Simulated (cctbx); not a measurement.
# RbErSn with cctbx, script by script

Library: cctbx 2025.11. The data are simulated by the first script.

## 1. Simulate the data

run.py:

```python
from cctbx import adptbx, crystal, miller, sgtbx, xray
from cctbx.array_family import flex
from iotbx.shelx import hklf
from scitbx import matrix
import scitbx.random

cs = crystal.symmetry(unit_cell=(5.771, 5.771, 8.96, 90, 90, 120), space_group_symbol='Hall: P 6c -2c')  # P6_3mc
atoms = [  # label, site, U (iso, or U11 U22 U33 U12 U13 U23 in A^2), occupancy
    ("Er1", (0, 0, 0.7469), (0.0137, 0.0137, 0.0142, 0.0068, 0.0000, 0.0000), 0.7),
    ("Sn1", (0, 0, 0.7469), (0.0137, 0.0137, 0.0142, 0.0068, 0.0000, 0.0000), 0.3),
    ("Sn2", (2/3, 1/3, 0.971), (0.0185, 0.0185, 0.0306, 0.0092, 0.0000, 0.0000), 0.7),
    ("Er2", (2/3, 1/3, 0.971), (0.0185, 0.0185, 0.0306, 0.0092, 0.0000, 0.0000), 0.3),
    ("Rb1", (2/3, 1/3, 0.5616), (0.0074, 0.0074, 0.0058, 0.0037, 0.0000, 0.0000), 1),
]
xs = xray.structure(crystal_symmetry=cs)
for label, site, u, occ in atoms:
    u = adptbx.u_cif_as_u_star(cs.unit_cell(), u) if isinstance(u, tuple) else u
    xs.add_scatterer(xray.scatterer(label, site=site, u=u, occupancy=occ))
xs.set_inelastic_form_factors(1.54184, "sasaki")
xs.show_summary()
p1 = xs.expand_to_p1()
ms = miller.build_set(p1, anomalous_flag=True, d_min=0.8)
flex.set_random_seed(610792)
scitbx.random.set_random_seed(610792)
ms = ms.select(flex.random_double(ms.size()) < 0.7)
i = ms.structure_factors_from_scatterers(p1, algorithm="direct").f_calc().as_intensity_array().data()
i = i * 5000 / flex.max(i)
sig = flex.sqrt(i + flex.pow2(0.03 * i) + 4 ** 2)
noise = scitbx.random.variate(scitbx.random.normal_distribution())(i.size())
data = ms.array(data=i + sig * noise, sigmas=sig).set_observation_type_xray_intensity()
with open("data.hkl", "w") as f:
    data.export_as_shelx_hklf(f)
print("reflections written:", data.size(), " <I/sigma> = %.1f" % flex.mean(data.data() / data.sigmas()))
for h, a, b in list(data.sort("data"))[:12]:
    print("%4d%4d%4d %9.1f %7.1f" % (h + (a, b)))
```

```console
$ python run.py
```

```text
Number of scatterers: 5
At special positions: 5
Unit cell: (5.771, 5.771, 8.96, 90, 90, 120)
Space group: P 63 m c (No. 186)
reflections written: 1526  <I/sigma> = 10.1
   1  -2   0    4918.2   165.9
   2  -1   0    4912.8   165.9
   0  -3   0    3158.7   105.4
  -3   0   0    3012.8   105.4
   3   0   0    2986.1   105.4
  -3   3   0    2963.1   105.4
   0   3   0    2939.4   105.4
   2  -4   0    2561.9    88.2
   2   2   0    2475.0    88.2
  -2  -2   0    2368.2    88.2
  -2   4   0    2356.2    88.2
  -1   0   2    2318.5    83.6
```

It took 0.25 s on 1 thread of Arm Neoverse V2, on a shared host, peak memory 0.07 GiB.

## 2. Refinement

run.py:

```python
import math
from cctbx import adptbx, crystal, maptbx, sgtbx, xray
from cctbx.array_family import flex
from cctbx.xray import observations
from iotbx.shelx import hklf
from scitbx.lstbx import normal_eqns_solving
from smtbx import absolute_structure, utils
from smtbx.refinement import constraints, least_squares

cs = crystal.symmetry(unit_cell=(5.771, 5.771, 8.96, 90, 90, 120), space_group_symbol='Hall: P 6c -2c')  # P6_3mc
atoms = [  # label, site, U (iso, or U11 U22 U33 U12 U13 U23 in A^2), occupancy
    ("Er1", (0, 0, 0.7469), 0.0200, 1),
    ("Sn2", (2/3, 1/3, 0.971), 0.0200, 1),
    ("Rb1", (2/3, 1/3, 0.5616), 0.0200, 1),
]
xs = xray.structure(crystal_symmetry=cs)
for label, site, u, occ in atoms:
    u = adptbx.u_cif_as_u_star(cs.unit_cell(), u) if isinstance(u, tuple) else u
    xs.add_scatterer(xray.scatterer(label, site=site, u=u, occupancy=occ))
xs.set_inelastic_form_factors(1.54184, "sasaki")
xs.convert_to_anisotropic()
raw = hklf.reader(file_name="data.hkl").as_miller_arrays(crystal_symmetry=cs, anomalous=True)[0]
merged = raw.eliminate_sys_absent().merge_equivalents()
fo2 = merged.array().set_observation_type_xray_intensity()
print("Rint %.3f, %d unique reflections to %.2f A" % (merged.r_int(), fo2.size(), fo2.d_min()))
for sc in xs.scatterers():
    sc.flags.set_grad_site(True)
    sc.flags.set_grad_u_aniso(sc.flags.use_u_aniso())
    sc.flags.set_grad_u_iso(sc.flags.use_u_iso())
obs = fo2.as_xray_observations()
extra = {}
rep = constraints.reparametrisation(xs, [], utils.connectivity_table(xs), **extra)
ls = least_squares.crystallographic_ls(obs, rep, weighting_scheme=least_squares.mainstream_shelx_weighting(a=0, b=0))
print("cycle     R1     wR2    GooF  max shift (A)")
for cycle in range(12):
    ls.build_up()
    r1, wr2, goof = ls.r1_factor(cutoff_factor=2)[0], ls.wR2(), ls.goof()
    old = xs.sites_cart()
    normal_eqns_solving.levenberg_marquardt_iterations(ls, n_max_iterations=3, tau=1e-06, step_threshold=1e-7)
    big = flex.max((xs.sites_cart() - old).norms())
    print("%4d %7.4f %7.4f %7.3f %9.5f" % (cycle + 1, r1, wr2, goof, big))
    ls.build_up(objective_only=True)
    if abs(ls.wR2() - wr2) < 5e-5 and big < 5e-4:
        break
ls.build_up()
print("final R1 %.4f wR2 %.4f GooF %.3f  parameters %d  data/parameter %.1f" % (ls.r1_factor(cutoff_factor=2)[0], ls.wR2(), ls.goof(), ls.n_parameters, fo2.size() / ls.n_parameters))
cov = ls.covariance_matrix_and_annotations()
su = dict(zip(cov.annotations, (math.sqrt(max(v, 0)) for v in cov.matrix.matrix_packed_u_diagonal())))
a2 = cs.unit_cell().reciprocal_parameters()[0] ** -2
print("atom        x        y        z      Ueq    occ   su(xyz)  su(Uiso or U11)")
for sc in xs.scatterers():
    s = max(su.get(sc.label + k, 0) for k in (".x", ".y", ".z"))
    npd = "" if sc.is_positive_definite_u(cs.unit_cell()) else "  NPD"
    print("%-5s %8.5f %8.5f %8.5f %8.4f %6.3f %8.5f %7.4f%s" % ((sc.label,) + sc.site + (sc.u_iso_or_equiv(cs.unit_cell()), sc.occupancy, s, su.get(sc.label + ".uiso", su.get(sc.label + ".u11", 0) * a2), npd)))
fo = fo2.f_sq_as_f()
fc = fo.structure_factors_from_scatterers(xs, algorithm="direct").f_calc()
diff = fo.f_obs_minus_f_calc(1 / math.sqrt(ls.scale_factor()), fc).average_bijvoet_mates()
m = diff.fft_map(symmetry_flags=maptbx.use_space_group_symmetry, resolution_factor=0.25).apply_volume_scaling()
print("difference map: max %.2f min %.2f rms %.2f" % (m.statistics().max(), m.statistics().min(), m.statistics().sigma()))
peaks = m.peak_search(parameters=maptbx.peak_search_parameters(min_distance_sym_equiv=0.6, max_clusters=6)).all()
near = xs.closest_distances(peaks.sites(), distance_cutoff=4)
sps = cs.special_position_settings(min_distance_sym_equiv=0.5)
for k, (x, h) in enumerate(zip(peaks.sites(), peaks.heights())):
    ss = sps.site_symmetry(x)
    print("Q%-3d %7.4f %7.4f %7.4f %4d %7.2f  %.2f A from %s" % ((k + 1,) + tuple(t % 1 for t in ss.exact_site()) + (ss.multiplicity(), h, near.smallest_distances[k], xs.scatterers()[near.i_seqs[k]].label)))
```

```console
$ python run.py
```

```text
Rint 0.043, 235 unique reflections to 0.80 A
cycle     R1     wR2    GooF  max shift (A)
   1  0.0642  0.1423   4.304   0.00338
   2  0.0241  0.0583   1.764   0.00002
final R1 0.0241 wR2 0.0583 GooF 1.764  parameters 9  data/parameter 26.1
atom        x        y        z      Ueq    occ   su(xyz)  su(Uiso or U11)
Er1    0.00000  0.00000  0.74678   0.0156  1.000  0.00015  0.0004
Sn2    0.66667  0.33333  0.97102   0.0203  1.000  0.00022  0.0007
Rb1    0.66667  0.33333  0.56198   0.0065  1.000  0.00021  0.0008
difference map: max 1.33 min -1.40 rms 0.21
Q1    0.3333  0.6667  0.4481    2    1.36  0.21 A from Sn2
Q2    0.3333  0.6667  0.5371    2    1.34  0.59 A from Sn2
Q3    0.3333  0.6667  0.9955    2    0.83  0.60 A from Rb1
Q4    0.3333  0.6667  0.0681    2    0.77  0.05 A from Rb1
Q5    0.3333  0.6667  0.1777    2    0.65  1.04 A from Rb1
Q6    0.3333  0.6667  0.6895    2    0.51  1.96 A from Sn2
```

Time: 0.38 s.

This run holds a fault made on purpose: disorder ignored: each site full, of its main element.

## 3. Refinement (occupancies of the disordered sites free, main element alone)

run.py, as its changes from the last script of this kind:

```diff
@@ -12,3 +12,3 @@
-    ("Er1", (0, 0, 0.7469), 0.0200, 1),
-    ("Sn2", (2/3, 1/3, 0.971), 0.0200, 1),
-    ("Rb1", (2/3, 1/3, 0.5616), 0.0200, 1),
+    ("Er1", (0, 0, 0.74678), 0.0120, 1),
+    ("Sn2", (2/3, 1/3, 0.97102), 0.0120, 1),
+    ("Rb1", (2/3, 1/3, 0.56198), 0.0120, 1),
@@ -29,0 +30 @@
+    sc.flags.set_grad_occupancy(sc.label in ('Er1', 'Sn2'))
@@ -35 +36 @@
-for cycle in range(12):
+for cycle in range(20):
@@ -54,0 +56,2 @@
+print("su of occupancy Er1: %.3f" % su["Er1.occ"])
+print("su of occupancy Sn2: %.3f" % su["Sn2.occ"])
```

```console
$ python run.py
```

```text
Rint 0.043, 235 unique reflections to 0.80 A
cycle     R1     wR2    GooF  max shift (A)
   1  0.0539  0.1264   3.840   0.00044
   2  0.0217  0.0508   1.543   0.00041
   3  0.0200  0.0455   1.384   0.00034
   4  0.0190  0.0421   1.279   0.00027
   5  0.0184  0.0399   1.212   0.00022
   6  0.0180  0.0385   1.169   0.00017
   7  0.0177  0.0376   1.143   0.00013
   8  0.0175  0.0371   1.128   0.00011
   9  0.0173  0.0368   1.118   0.00008
  10  0.0172  0.0366   1.112   0.00006
  11  0.0172  0.0365   1.109   0.00005
  12  0.0172  0.0364   1.107   0.00004
final R1 0.0171 wR2 0.0364 GooF 1.105  parameters 11  data/parameter 21.4
atom        x        y        z      Ueq    occ   su(xyz)  su(Uiso or U11)
Er1    0.00000  0.00000  0.74683   0.0132  0.946  0.00010  0.0003
Sn2    0.66667  0.33333  0.97107   0.0234  1.036  0.00014  0.0005
Rb1    0.66667  0.33333  0.56172   0.0072  1.000  0.00014  0.0006
su of occupancy Er1: 0.009
su of occupancy Sn2: 0.014
difference map: max 0.47 min -0.36 rms 0.09
Q1    0.3333  0.6667  0.4594    2    0.47  0.10 A from Sn2
Q2    0.1361  0.2721  0.2776    6    0.32  1.39 A from Er1
Q3    0.1170  0.5585  0.2539    6    0.30  2.03 A from Rb1
Q4    0.3333  0.6667  0.9751    2    0.29  0.78 A from Rb1
Q5    0.0371  0.3658  0.2395   12    0.29  2.01 A from Er1
Q6    0.0789  0.1579  0.4005    6    0.28  1.59 A from Er1
```

Run time: 0.92 s on 1 thread of Arm Neoverse V2, with other jobs on the host, peak memory 0.09 GiB.

[Logs are printed without paths, hosts, clocks, repeated set-up lines and the standing remarks that a program may print on its own settings, such as how far it seeks lower states.]
